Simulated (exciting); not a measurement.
# Core excitons at the S L₂,₃ edge of LuTlS2, part 2 of 2

Wanted: the near-edge spectrum and the bound core excitons at the S L₂,₃ edge of LuTlS2.

exciting sodium; X-ray absorption, core-level Bethe-Salpeter equation, exchange and statically screened direct term, Tamm-Dancoff, all-electron LAPW+lo LDA.

So far. Step 5 (Independent particles): Maxima (height): 7.1 eV (0.36), 12.7 eV (0.86), 14.8 eV (0.93), 17.1 eV (0.89) and 19.1 eV (0.94); 1 lower ones aren't listed. Against the singlet run the r.m.s. difference is 29 %. Moving the earlier curve by +2.8 eV leaves 12 %. The highest maximum lies at 19.1 eV (0.94), against 12.0 eV (1.00). Step 6 (Exchange alone): Maxima (height): 2.3 eV (0.19), 7.1 eV (0.34), 12.7 eV (0.82), 14.9 eV (0.91) and 19.1 eV (0.96). Against the independent-particle run the r.m.s.

**9. Ground state with other settings**

Level of this step: all-electron LAPW+lo DFT, LDA, ZORA valence, Dirac core, self-consistent field (exciting).

In this try the input is made faulty on purpose, to show what that does.

input.xml

```
<input>
  <title>LuTlS2</title>
  <structure speciespath="." autormt="false" epslat="1.0e-5">
    <crystal>
      <basevect>3.7038000843 2.1383899758 14.1759260680</basevect>
      <basevect>-3.7038000843 2.1383899758 14.1759260680</basevect>
      <basevect>0.0000000000 -4.2767799515 14.1759260680</basevect>
    </crystal>
    <species speciesfile="Tl.xml" rmt="2.300">
      <atom coord="0.5000000000 0.5000000000 0.5000000000"/>
    </species>
    <species speciesfile="Lu.xml" rmt="2.300">
      <atom coord="0.0000000000 0.0000000000 0.0000000000"/>
    </species>
    <species speciesfile="S.xml" rmt="2.300">
      <atom coord="0.2688658400 0.2688658400 0.2688658400"/>
      <atom coord="0.7311341600 0.7311341600 0.7311341600"/>
    </species>
  </structure>
  <groundstate do="fromscratch" xctype="LDA_PW" ngridk="3 3 3" rgkmax="7" gmaxvr="14" nempty="8" swidth="0.001" maxscl="3" epsengy="1e-5"/>
</input>
```

SPECIES.xml, added lines

```
<lo l="L">  <!-- L = 0, 1, 2, and 3 from Cs on -->
  <wf matchingOrder="0" trialEnergy="0.1500" searchE="false"/>
  <wf matchingOrder="1" trialEnergy="0.1500" searchE="false"/>
  <wf matchingOrder="0" trialEnergy="0.9000" searchE="false"/>
</lo>
```

Command:

```console
> OMP_NUM_THREADS=1 mpirun -n 4 exciting
```

Numbers of over 12 decimals in the logs are rounded to 6 here.

What it wrote:

```text
EXCITING SODIUM started
********************************************************************************
* Ground-state run starting from atomic densities                              *
********************************************************************************
+ Starting initialization                                                      +
[... lattice and species ...]
 Spin treatment                             :    spin-unpolarised
 Number of Bravais lattice symmetries       :      12
 Number of crystal symmetries               :      12
 k-point grid                               :       3    3    3
 Total number of k-points                   :       6
 k-point set is reduced with crystal symmetries
 R^MT_min * |G+k|_max (rgkmax)              :       7.00000000
 Species with R^MT_min                      :       1 (Tl)
 Maximum |G+k| for APW functions            :       3.04347826
 Maximum |G| for potential and density      :      14.00000000
 G-vector grid sizes                        :      72    72    72
 Total number of G-vectors                  :   31245
 Maximum angular momentum used for
     APW functions                          :       8
     computing H and O matrix elements      :       8
     potential and density                  :       8
     inner part of muffin-tin               :       2
 Total nuclear charge                       :    -184.00000000
 Total electronic charge                    :     184.00000000
 Total core charge                          :     128.00000000
 Total valence charge                       :      56.00000000
 Number of empty states                     :       8
 Total number of valence states             :      37
 Maximum Hamiltonian size                   :     430
 Maximum number of plane-waves              :     335
 Total number of local-orbitals             :      95
 Exchange-correlation type                  :       3
     Perdew-Wang, Phys. Rev. B 45, 13244 (1992)
 Smearing scheme                            :    Gaussian
 Smearing width                             :       0.00100000
 Using multisecant Broyden potential mixing
+ Ending initialization                                                        +
********************************************************************************
* Groundstate module started                                                   *
********************************************************************************
 Output level for this task is set to normal
+ Self-consistent loop started                                                 +
 Density and potential initialised from atomic data
+ SCF iteration number :    1                                                  +
 Total energy                               :    -35625.30727253
 _______________________________________________________________
[...]
Coulomb energy                             :    -75467.23877681
 Exchange energy                            :      -694.88646594
 Correlation energy                         :       -18.30024339
 DOS at Fermi energy (states/Ha/cell)       :         0.00000000
 Electron charges :
     core                                   :       128.00000000
     core leakage                           :         0.00081910
     valence                                :        56.00000000
     interstitial                           :         7.59309283
     charge in muffin-tin spheres :
                  atom     1    Tl          :        78.28182701
                  atom     2    Lu          :        68.15909435
                  atom     3     S          :        14.98299290
                  atom     4     S          :        14.98299290
     total charge in muffin-tins            :       176.40690717
     total charge                           :       184.00000000
 Estimated fundamental gap                  :         0.08311160
        valence-band maximum at    5      0.3333  0.3333  0.3333
     conduction-band minimum at    3      0.3333  0.3333  0.0000
 RMS change in effective potential (target) :  0.696995E-01  ( 0.100000E-05)
 Absolute change in total energy   (target) :   15.3410      ( 0.100000E-04)
 Charge distance                   (target) :  0.521422E-02  ( 0.100000E-04)
+ Reached self-consistent loops maximum :    3                                 +
 Total energy                               :    -35644.05557685
 _______________________________________________________________
 Fermi energy                               :         0.20539309
 Kinetic energy                             :     40536.53583994
 Coulomb energy                             :    -75467.43137361
 Exchange energy                            :      -694.86162072
 Correlation energy                         :       -18.29842246
 DOS at Fermi energy (states/Ha/cell)       :         0.00000000
 Electron charges :
     core                                   :       128.00000000
     core leakage                           :         0.00081727
     valence                                :        56.00000000
     interstitial                           :         7.71034641
     charge in muffin-tin spheres :
                  atom     1    Tl          :        78.31805374
                  atom     2    Lu          :        68.19495390
                  atom     3     S          :        14.88832297
                  atom     4     S          :        14.88832297
     total charge in muffin-tins            :       176.28965359
     total charge                           :       184.00000000
 Estimated fundamental gap                  :         0.07342900
        valence-band maximum at    5      0.3333  0.3333  0.3333
     conduction-band minimum at    3      0.3333  0.3333  0.0000
+ Self-consistent loop stopped                                                 +
 STATE.OUT is written
********************************************************************************
* Groundstate module stopped                                                   *
********************************************************************************
 Total time spent (seconds)                 :        13.09
- CAUTION! Warnings have been written in file WARNING.OUT !                    -
| EXCITING SODIUM stopped                                                      =
```

Wall time 15 s (4 MPI ranks of Arm Neoverse V1, shared host).

The run stopped without converging, so none of its numbers is a property of the system.

The fault put into the input: the self-consistent loop is cut at three steps.

**10. From independent particles to the full kernel**

```csv
level,curve passes 0.15 (eV),highest maximum (eV),its height
IP,1.8,19.1,0.94
RPA,1.9,19.1,0.96
singlet,-0.1,12.0,1.00
```

```csv
E (eV),IP,RPA,singlet
-2.0,0.01,0.01,0.03
-1.0,0.02,0.02,0.07
0.0,0.05,0.05,0.17
1.0,0.11,0.10,0.25
2.0,0.19,0.18,0.28
3.0,0.19,0.18,0.30
4.0,0.17,0.17,0.41
5.0,0.25,0.23,0.40
6.0,0.33,0.31,0.42
7.0,0.36,0.34,0.46
8.0,0.34,0.32,0.71
9.0,0.48,0.45,0.78
10.0,0.56,0.52,0.91
11.0,0.69,0.64,0.94
12.0,0.76,0.71,1.00
13.0,0.84,0.80,0.94
14.0,0.92,0.89,0.86
15.0,0.92,0.91,0.78
16.0,0.84,0.83,0.74
17.0,0.89,0.89,0.74
18.0,0.91,0.91,0.74
19.0,0.94,0.96,0.67
```

**11. Summary of results**

| Quantity | Value |
| --- | --- |
| absorber and edge | S L₂,₃, atom 3 |
| surroundings | 3 Lu at 2.69 Å and 3 Tl at 3.23 Å (distorted octahedral, site symmetry 3m) |
| first bright state | -0.50 eV from the Kohn–Sham onset, on this mesh |
| highest maximum | 12.0 eV |
| cost of the BSE run | 29 min on 4 MPI ranks of Arm Neoverse V1, shared host; the last task ran on as many threads |

**Reading.** Is a core exciton bound? Undecided on this mesh: the first bright state (over 5 % of the brightest) lies at -0.50 eV from the Kohn–Sham onset. Changing the half width (eV) from 0.45 to 0.11 alters the spectrum by 11 % r.m.s. Exchange alone changes the independent-particle spectrum by 4 % r.m.s. Binding energies aren't converged on 27 k points, and fine structure above the first lines is partly noise of the mesh. The kernel cutoff is low for a compact core orbital, so the effect of exchange is a lower bound. The zero comes from the shifted mesh, which comes near the band minimum without meeting it. The conduction states carry no spin here, so the exchange coupling to the spinor core hole is only partly held. The Kohn–Sham onset, 150 eV, is no photon energy (tabulated edge of the element: 162.5 eV): the scale needs a rigid shift. No quasiparticle correction widens the gap or stretches the bands. Vibrations and energy-dependent lifetimes are left out. The structure is a Materials Project entry, computed there, and may be a hypothetical form.

[Banner, clock and machine lines of the logs are left out without a mark of their own.]

[Logs are printed without paths, hosts, clocks, repeated set-up lines and the standing remarks that a program may print on its own settings, such as how far it seeks lower states.]

[Hosts, paths, dates, database ids (printed as entryN), source tags and the programs' standing remarks are cut or masked in the printed files.]
